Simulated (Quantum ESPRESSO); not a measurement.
FeSi (Fersilicite): which magnetic order is lowest. It takes space group P2_13 (No. 198, cubic). The conventional cell has a = 4.467 Å, b = 4.467 Å, c = 4.467 Å, α = 90.00°, β = 90.00°, γ = 90.00°. Fe has 7 Si at 2.24 to 2.51 Å nearest. Nearest to Si lie 7 Fe at 2.24 to 2.51 Å. Farther neighbours are not listed. The calculation used PBEsol; plane waves with GBRV 1.5 PBEsol potentials, no spin-orbit coupling (and 1 further level or step) in Quantum ESPRESSO 7.5, with GBRV 1.5 PBEsol, potential files Si: si_pbesol_v1.uspp.F.UPF, Fe: fe_pbesol_v1.5.uspp.F.UPF, cutoff 544.23 eV, 8×8×8 k-mesh, 58 bands, fermi-dirac occupations, smearing width 0.05 eV, collinear spin, SCF threshold 1.60e-8, mesh matched on, starting moments 2.8 2.8 2.8 2.8 0 0 0 0 μB in one of its runs. The lowest state found is non-magnetic (from ferro ++++ and antiferro ++--) and the largest site moment is 0 μB. It took 2 runs, 32 min in all on 4 MPI ranks of Intel Xeon at 2.50GHz (Skylake/Cascade Lake), shared host (the runs of this entry). The lowest state carries no moment, and no start kept one. This is the lowest of 2 collinear or spinless starts, no proof of the ground state. The database entry behind the starting cell differs from later determinations by our own check (about 0.5 % short).

```
Fe Si
1.0
     4.46700    0.00000    0.00000
     0.00000    4.46700    0.00000
     0.00000    0.00000    4.46700
Fe Si
4 4
Direct
  0.13400 0.13400 0.13400
  0.36600 0.86600 0.63400
  0.63400 0.36600 0.86600
  0.86600 0.63400 0.36600
  0.84450 0.84450 0.84450
  0.65550 0.15550 0.34450
  0.34450 0.65550 0.15550
  0.15550 0.34450 0.65550
```

[Logs and program files are shortened in this print: banners, set-up blocks, solver, clock and traceback lines can be left out without a mark of their own.]

[Logs are printed without paths, hosts, clocks, repeated set-up lines and the standing remarks that a program may print on its own settings, such as how far it seeks lower states.]

[Hosts, paths, dates, database ids (printed as entryN), source tags and the programs' standing remarks are cut or masked in the printed files.]

[Where a cell is said to come from a database of computed structures, the database is the Materials Project.]
